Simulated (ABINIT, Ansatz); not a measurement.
# Calculated records

```cif
data_li2h6pt
_symmetry_space_group_name_H-M 'Fm-3m'
_symmetry_Int_Tables_number 225
_cell_length_a 6.6499
_cell_length_b 6.6499
_cell_length_c 6.6499
_cell_angle_alpha 90.000
_cell_angle_beta 90.000
_cell_angle_gamma 90.000
_cell_volume 294.06
loop_
_atom_site_label
_atom_site_type_symbol
_atom_site_symmetry_multiplicity
_atom_site_Wyckoff_symbol
_atom_site_fract_x
_atom_site_fract_y
_atom_site_fract_z
_atom_site_occupancy
Li1 Li 8 c 0.25000 0.25000 0.75000 1
H1 H 24 e 0.00000 0.00000 0.75479 1
Pt1 Pt 4 a 0.00000 0.00000 0.00000 1
_calc_subject 'Li2H6Pt (Fm-3m): one start, several treatments of the self-energy'
_calc_method 'RPA screening on LDA, plane waves, norm-conserving pseudopotentials (and 3 further levels or steps)'
_calc_program 'ABINIT 10.8.3'
_calc_settings 'cutoff 34 Ha, PseudoDojo scalar-relativistic 0.4.1 standard, norm-conserving, ngkpt (4, 4, 4), nband 63, ecuteps 4.2 Ha, gwcalctyp 2, nfreqre 16, nfreqim 8, inclvkb 2, freqremax 40 eV, spmeth 1, nomegasf 120, shiftk (0, 0, 0), symchi 1, awtr 1, frequency cd, 4×4×4 k-mesh'
_calc_cost '8 runs, 4.1 min in all on 4 MPI ranks of Arm Neoverse V1, shared host'
_calc_notes 'The program’s warnings: Min real frequency set to default [Ha] =. The cell and positions are those that the Materials Project relaxed with its own functionals (PBE, PBE+U or r2SCAN), kept fixed. Limits: no spin polarisation; d states lean on the start; no spin-orbit coupling. The runs have no spin polarisation. For a closed low-spin shell that is the natural state; where a d or f shell is open it is a constraint, and the gap is then not the crystal’s own.'
_calc_g0w0_godby_needs_plasmon_pole '4.751 eV'
_calc_g0w0_engel_farid_plasmon_pole '4.854 eV'
_calc_g0w0_hybertsen_louie_plasmon_pole '4.878 eV'
_calc_one_shot_hartree_fock '9.553 eV'
_calc_g0w0_contour_deformation '4.706 eV'
_calc_known_limits 'short of the basis limit; no spin polarisation; d states lean on the start; no spin-orbit coupling'
```

[Long decimals in the printed logs are rounded to 6 places.]

[Logs are printed without paths, hosts, clocks, repeated set-up lines and the standing remarks that a program may print on its own settings, such as how far it seeks lower states.]

[Paths, hosts, dates, memory and timing lines, banners, echoed tables and standing remarks are left out of the program output; an Ansatz launch command may be rebuilt from the run's recorded settings. Measured values are a selection of at most five: reports struck by readers or far from the other reports are left out. None is set beside runs whose start may be inverted or whose files or cutoffs have a known fault.]

[Runs of the session that timed out or met a known fault of the program may be left out.]

[Hosts, paths, dates, database ids (printed as entryN), source tags and the programs' standing remarks are cut or masked in the printed files.]

[G0W0 gaps are taken among the corrected bands and points alone; a level outside them can change the order at an edge.]

[Where Ansatz stands beside ABINIT at settings called matched, ABINIT's density can come from a denser mesh and the files from another edition; pairs whose starting gaps differed by over 0.03 eV were left out, so agreement reads better than it is.]
